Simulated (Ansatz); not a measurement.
**BaCeSe3 (model cell, started as cubic perovskite with Ce in the octahedra): following an unstable mode**

Aim: this structure of BaCeSe3 (model cell, started as cubic perovskite with Ce in the octahedra) is to be tested for unstable modes, and one is followed downhill.

Method: DFT PBEsol, scalar-relativistic, plane waves, PAW; PAW set soft_1, in Ansatz 0.2.0.

Most raw output is cut from this account.

The structure was built from a prototype and need not be the compound's stable phase.

## (1) The structure

The structure is cubic, space group Pm-3m (No. 221). Conventional cell: a = 5.463 Å, b = 5.463 Å, c = 5.463 Å, α = 90.00°, β = 90.00°, γ = 90.00°. Ba has 12 Se at 3.86 Å nearest. Ce has 6 Se at 2.73 Å nearest. Nearest to Se lie 2 Ce at 2.73 Å and 4 Ba at 3.86 Å. Farther neighbours and most contacts between anions are not listed.

## (2) Phonons on a q mesh

The cell comes from relaxations at this level that are not shown. Stability and thermal properties need the whole zone. Linear response on a 2×2×2 q mesh gives force constants as far as a supercell of that size would, and the tensors from the zone-centre run are typed in so that the long-range dipole term is interpolated apart.

Input file input.yaml:

```yaml
crystal:
  lattice:
    - [5.4631095288, 0.0, 0.0]
    - [0.0, 5.4631095288, 0.0]
    - [0.0, 0.0, 5.4631095288]
  atoms:
    - { symbol: Ba, position: [0.0, 0.0, 0.0] }
    - { symbol: Ce, position: [0.5, 0.5, 0.5] }
    - { symbol: Se, position: [0.5, 0.5, 0.0] }
    - { symbol: Se, position: [0.5, 0.0, 0.5] }
    - { symbol: Se, position: [0.0, 0.5, 0.5] }
kpoints:
  mp_grid: { grid: [8, 8, 8] }
hamiltonian:
  xc: pbesol
  pseudopotentials: { kind: paw, azcp: { folder: soft_1 }, xc_functional: pbe }
scf:
  occupations: { method: fixed }
output:
  eigenvalues: true
phonons:
  method: dfpt
  qmesh: [2, 2, 2]
  temperatures: { t_max: 1000, t_step: 50 }
  qpath:
    path:
      - [[0.0, 0.0, 0.0], [0.0, 0.5, 0.0], [0.5, 0.5, 0.0], [0.0, 0.0, 0.0], [0.5, 0.5, 0.5], [0.0, 0.5, 0.0]]
      - [[0.5, 0.5, 0.5], [0.5, 0.5, 0.0]]
    npoints: 10
  non_analytic_term:
    high_frequency_dielectric_tensor: [[10.9307, 0.0, 0.0], [0.0, 10.9307, 0.0], [0.0, 0.0, 10.9307]]
    born_effective_charges:
      - { species: Ba, tensor: [[3.0544, 0.0, 0.0], [0.0, 3.0544, 0.0], [0.0, 0.0, 3.0544]] }
      - { species: Ce, tensor: [[6.9098, 0.0, 0.0], [0.0, 6.9098, 0.0], [0.0, 0.0, 6.9098]] }
      - { species: Se, tensor: [[-1.8407, 0.0, 0.0], [0.0, -1.8407, 0.0], [0.0, 0.0, -6.2829]] }
      - { species: Se, tensor: [[-1.8407, 0.0, 0.0], [0.0, -6.2829, 0.0], [0.0, 0.0, -1.8407]] }
      - { species: Se, tensor: [[-6.2829, 0.0, 0.0], [0.0, -1.8407, 0.0], [0.0, 0.0, -1.8407]] }
    source: "zone-centre run at this cell"
```

Run with:

```console
$ ansatz run input.yaml --threads 4 --pin off --max-ram 16384MiB --backend cpu --events-out ev --progress --plain --runs-dir out
```

Run time: 8.5 min. Hardware: 4 threads of Arm Neoverse V2, shared host; peak memory 2.4 GiB; 33 min of CPU time.

This step gave:

* gap on the k-mesh: 0.6935 eV
* volume per atom: 32.61 Å³
* sum-rule residual before enforcement: 9.81e-5 eV/Å²
* lowest frequency on the path: -70.34 cm⁻¹
* point group: m-3m
* highest frequency on the path or at a solved wavevector: 270.7 cm⁻¹
* highest optical mode at the zone centre (no LO-TO term): 224.4 cm⁻¹
* lowest optical zone-centre mode: -51.05 cm⁻¹
* lowest mode on the q mesh (acoustic modes at Γ apart): -70.34 cm⁻¹

Frequencies (cm⁻¹) solved at each irreducible wavevector; negative means imaginary. Frequencies by wavevector, by row:

```
q in reciprocal lattice units  star  mode 1  mode 2  mode 3  mode 4  mode 13  mode 14  mode 15
                        0 0 0     1     -51     -51     -51   -40.2    224.4    224.4    224.4
                     0 0 -0.5     3   -42.9   -42.9   -30.4   -30.4    224.9    224.9    237.2
                  0 -0.5 -0.5     3   -66.8   -48.8   -48.8   -23.4    195.6    225.4    243.9
               -0.5 -0.5 -0.5     1   -70.3   -70.3   -70.3   -40.5    191.7    191.7    249.7
```

Interpolated from a 2×2×2 q mesh, with the LO-TO term (at Γ the limit along the path; where Γ stands inside the path, tables give the limit on arrival). Phonon branches along the path, in cm⁻¹:

```
    point  branch 1  branch 2  branch 3  branch 4  branch 12  branch 13  branch 14  branch 15
        Γ       -51       -51       -40       -40         71        224        224        271
  halfway       -48       -48       -33       -33        118        225        225        259
        X       -43       -43       -30       -30        171        225        225        237
  halfway       -57       -43       -40       -36        172        208        225        248
        M       -67       -49       -49       -23        173        196        225        244
  halfway       -53       -44       -43       -32        121        214        225        259
        Γ       -51       -51       -40       -40         71        224        224        271
  halfway       -52       -51       -51       -33        123        215        215        261
        R       -70       -70       -70       -40        175        192        192        250
  halfway       -58       -57       -49       -38        173        204        215        254
        X       -43       -43       -30       -30        171        225        225        237
jump to R       -70       -70       -70       -40        175        192        192        250
  halfway       -69       -58       -58       -36        174        194        210        251
        M       -67       -49       -49       -23        173        196        225        244
```

Symmetry leaves 4 wavevectors to solve. The lowest mode among them, the acoustic zeros apart, lies at q = (-0.5, -0.5, -0.5) and is imaginary, 70.3i cm⁻¹, so the energy falls along it.

## (3) The mode frozen in, largest atomic shift 0 Å

The mode followed lies at q = (-0.5, -0.5, -0.5) with frequency 70.3i cm⁻¹ and is 3-fold degenerate, the softest among the wavevectors solved. At small amplitude the distorted cell has space group no. 167 by a symmetry search on the positions. The undistorted cell that holds it gives the zero of energy on the same k mesh.

System of this step: BaCeSe3 (model cell, started as cubic perovskite with Ce in the octahedra). The structure is cubic, space group Pm-3m (No. 221). The conventional cell has a = 5.463 Å, b = 5.463 Å, c = 5.463 Å, α = 90.00°, β = 90.00°, γ = 90.00°. Nearest to Ba lie 12 Se at 3.86 Å. Nearest to Ce lie 6 Se at 2.73 Å. Se has 2 Ce at 2.73 Å and 4 Ba at 3.86 Å nearest. Farther neighbours and most contacts between anions are not listed.

Input file input.yaml:

```yaml
crystal:
  lattice:
    - [5.4631095288, 5.4631095288, 0.0]
    - [5.4631095288, 0.0, 5.4631095288]
    - [5.4631095288, 0.0, -5.4631095288]
  atoms:
    - { symbol: Ba, position: [0.0, 0.0, 0.0] }
    - { symbol: Ba, position: [0.0, 0.5, 0.5] }
    - { symbol: Ce, position: [0.5, 0.25, 0.75] }
    - { symbol: Ce, position: [0.5, 0.75, 0.25] }
    - { symbol: Se, position: [0.5, 0.0, 0.0] }
    - { symbol: Se, position: [0.5, 0.5, 0.5] }
    - { symbol: Se, position: [0.0, 0.5, 0.0] }
    - { symbol: Se, position: [0.0, 0.0, 0.5] }
    - { symbol: Se, position: [0.5, 0.0, 0.5] }
    - { symbol: Se, position: [0.5, 0.5, 1.0] }
kpoints:
  mp_grid: { grid: [6, 6, 6] }
hamiltonian:
  xc: pbesol
  pseudopotentials: { kind: paw, azcp: { folder: soft_1 }, xc_functional: pbe }
scf:
  occupations: { method: gaussian, width: 0.02 }
output:
  forces: true
  stress: true
  eigenvalues: true
```

Elapsed: 9.7 s, on 4 threads; peak memory 1.2 GiB.

This step gave:

- pressure: 0.003512 GPa
- gap on the k-mesh: 0.6936 eV
- energy from the undistorted cell: 0 meV/atom

At this level the gap is 0.69 eV on the k-mesh of the self-consistent run, which can miss the band edges.

## (4) The mode frozen in, largest atomic shift 0.6 Å

The atoms are moved along the unstable eigenvector, the largest shift by 0.6 Å, with the cell fixed.

input.yaml, the sections that differ from step 3:

```yaml
crystal:
  lattice:
    - [5.4631095288, 5.4631095288, 0.0]
    - [5.4631095288, 0.0, 5.4631095288]
    - [5.4631095288, 0.0, -5.4631095288]
  atoms:
    - { symbol: Ba, position: [0.0, 0.0, 0.0] }
    - { symbol: Ba, position: [0.0, 0.5, 0.5] }
    - { symbol: Ce, position: [0.5, 0.25, 0.75] }
    - { symbol: Ce, position: [0.5, 0.75, 0.25] }
    - { symbol: Se, position: [0.5776598138, 0.0, 0.0] }
    - { symbol: Se, position: [0.4223401862, 0.5, 0.5] }
    - { symbol: Se, position: [0.0, 0.4223401862, 0.0] }
    - { symbol: Se, position: [0.0, 0.0776598138, 0.5] }
    - { symbol: Se, position: [0.5776598138, -0.0776598138, 0.5] }
    - { symbol: Se, position: [0.4223401862, 0.5776598138, 1.0] }
# kpoints, hamiltonian, scf, output: as in step 3
```

Wall time 21 s (4 threads); peak memory 1.4 GiB.

Numbers from this step:

- pressure: -1.329 GPa
- gap on the k-mesh: 0.8502 eV
- energy from the undistorted cell: -78.9 meV/atom

The energy, extrapolated to zero smearing, is -78.90 meV/atom against the undistorted cell.

The run ends at a pressure of -1.33 GPa, with forces up to 0.068 eV/Å.

## (5) Energy along the mode, all amplitudes (two of the runs are shown above)

An imaginary frequency means negative curvature, so the energy should fall and then rise again as anharmonic terms take over.

Numbers from this step:

```
depth at the lowest point sampled  : 78.9 meV/atom
largest atomic shift at that point : 0.6 Å
```

Table of energy from the parent by largest atomic shift:

```
largest atomic shift (Å)  energy from the parent (meV/atom)
                   0.000                                  0
                   0.040                             -0.688
                   0.080                              -2.73
                   0.140                              -8.17
                   0.220                              -19.2
                   0.320                              -37.2
                   0.450                              -61.5
                   0.600                              -78.9
```

Displacement at unit largest shift by atom:

```
atom   x (Å)   y (Å)   z (Å)   size
 Ba1   0.000   0.000   0.000  0.000
 Ba2   0.000   0.000   0.000  0.000
 Ce3   0.000   0.000   0.000  0.000
 Ce4   0.000   0.000   0.000  0.000
 Se5   0.707   0.707   0.000  1.000
 Se6  -0.707  -0.707   0.000  1.000
 Se7  -0.707   0.000  -0.707  1.000
 Se8   0.707   0.000   0.707  1.000
 Se9   0.000   0.707  -0.707  1.000
Se10   0.000  -0.707   0.707  1.000
```

The lowest of the steps tried is the last one, at 0.6 Å, 78.9 meV/atom below the parent; the bottom of the well need not coincide with a step.

## (6) Relaxing from the distorted cell

Starting from the lowest point found, all atoms and the cell are let go, so that strain and other modes of the same symmetry can join in.

input.yaml, as its differences from that of step 4:

```diff
@@ -22,3 +22,3 @@
 scf:
-  occupations: { method: gaussian, width: 0.02 }
+  occupations: { method: fixed }
 output:
@@ -27 +27,6 @@
   eigenvalues: true
+relax:
+  adjacent_minimum: "off"
+  f_tol: 0.002
+  max_steps: 120
+  cell: { stress_tol: 0.03 }
```

It took 99 s on 4 threads; peak memory 1.4 GiB.

Relaxation path:

```
step  energy less that of the first step (eV)  largest force component (eV/Å)  pressure (GPa)  volume (Å³)
   1                                   0.0000                          0.0478           -1.33       326.10
   2                                  -0.1030                          0.0266            0.30       313.17
   3                                  -0.1174                          0.0078           -0.02       313.06
   4                                  -0.1178                          0.0010            0.00       313.31
  5*                                  -0.1171                          0.0010            0.00       313.31
```

Relaxation steps marked * repeat the geometry before them on a plane-wave basis chosen anew for their cell, so energy and pressure can jump there.

Forces are held to the 12 operations that the run works with; a distortion that breaks them can't arise in this run.

```
conventional cell, symmetrised  before   after  change
                         a (Å)   7.726   7.777  +0.7 %
                         b (Å)   7.726   7.777  +0.7 %
                         c (Å)  18.925  17.946  -5.2 %
              volume (Å³/atom)   32.61   31.33  -3.9 %
```

The atoms that moved most (Å, as changes of fractional coordinates times the final cell):

```
atom      dx      dy      dz  length
 Se6  -0.051  -0.051   0.000   0.072
 Se8   0.051   0.000   0.051   0.072
 Se9   0.000   0.051  -0.051   0.072
Se10   0.000  -0.051   0.051   0.072
 Se5   0.051   0.051   0.000   0.072
 Se7  -0.051   0.000  -0.051   0.072
```

Numbers from this step:

```
pressure          : -7.32e-4 GPa
gap on the k-mesh : 0.9473 eV
volume per atom   : 31.33 Å³
```

The distorted start has space group R-3c; the relaxation ends in R-3c.

## (7) The new phase in its own primitive cell

The relaxed structure is symmetrised, reduced to its primitive cell and relaxed tightly, as its phonons need.

input.yaml, the sections that differ from step 6:

```yaml
crystal:
  lattice:
    - [3.8883636823, 2.2449478187, 5.9820166353]
    - [-3.8883636823, 2.2449478187, 5.9820166353]
    - [0.0, -4.4898956373, 5.9820166353]
  atoms:
    - { symbol: Ba, position: [0.75, 0.75, 0.75] }
    - { symbol: Ba, position: [0.25, 0.25, 0.25] }
    - { symbol: Ce, position: [0.5, 0.5, 0.5] }
    - { symbol: Ce, position: [0.0, 0.0, 0.0] }
    - { symbol: Se, position: [0.3369093834, 0.75, 0.1630906166] }
    - { symbol: Se, position: [0.6630906166, 0.25, 0.8369093834] }
    - { symbol: Se, position: [0.1630906166, 0.3369093834, 0.75] }
    - { symbol: Se, position: [0.8369093834, 0.6630906166, 0.25] }
    - { symbol: Se, position: [0.25, 0.8369093834, 0.6630906166] }
    - { symbol: Se, position: [0.75, 0.1630906166, 0.3369093834] }
relax:
  adjacent_minimum: "off"
  f_tol: 0.001
  max_steps: 60
  cell: { stress_tol: 0.01 }
# kpoints, hamiltonian, scf, output: as in step 6
```

The job ended after 69 s (4 threads; peak memory 1.3 GiB; 4.5 min of CPU time).

Little changed from the start: no atom moved by 0.005 Å and no cell edge by 0.1 %.

Numbers from this step:

| Property | Result |
| --- | --- |
| pressure | -0.001502 GPa |
| gap on the k-mesh | 0.9474 eV |
| direct gap on mesh | 0.9674 eV |

The largest force component left is 0.076 meV/Å and the pressure is -0.002 GPa, within the tolerances set. The cell now holds 31.33 Å³/atom.

## (8) Summary of results

```json
{
 "unstable mode of the parent": "q = (-0.5, -0.5, -0.5), 70i cm⁻¹",
 "depth at the lowest point sampled": "78.9 meV/atom",
 "largest atomic shift at that point": "0.6 Å",
 "space group reached (within 0.01 Å)": "R-3c",
 "energy gained over the parent (first relaxation, on the mesh of the frozen mode)": "90.6 meV/atom",
 "volume per atom, phase reached": "31.3 Å³",
 "gap on the k-mesh, phase reached": "0.947 eV"
}
```

In words: Along this mode the structure falls into R-3c, 90.6 meV/atom below the parent. At the parent's cell the well is 78.9 meV/atom deep on the steps tried, with its lowest point at a shift of 0.6 Å. That is the last step tried, so the steps alone don't bracket the bottom of the well. Relaxing atoms and cell changes the gain by +11.71 meV/atom against the lowest step (energies at zero smearing). The modes of the phase reached were not computed on this path. Of the 4 patterns followed to their end from this parent, this one ends 9.79 meV/atom above the lowest, Imma. Each path keeps the symmetry of its pattern, so a lower phase may lie along a pattern not tried. The phonon runs are without spin polarisation, although Ce often carries a moment. The 4f shell is treated without a U, so valence and screening may be off. Spin-orbit coupling is left out, which can matter for the heavy elements here. The PAW files were made for PBE and serve the other functionals too. The starting cell was built on a prototype and not taken from a measurement, so the phase need not exist.

[Logs are printed without paths, hosts, clocks, repeated set-up lines and the standing remarks that a program may print on its own settings, such as how far it seeks lower states.]

[Hosts, paths, dates, database ids (printed as entryN), source tags and the programs' standing remarks are cut or masked in the printed files.]
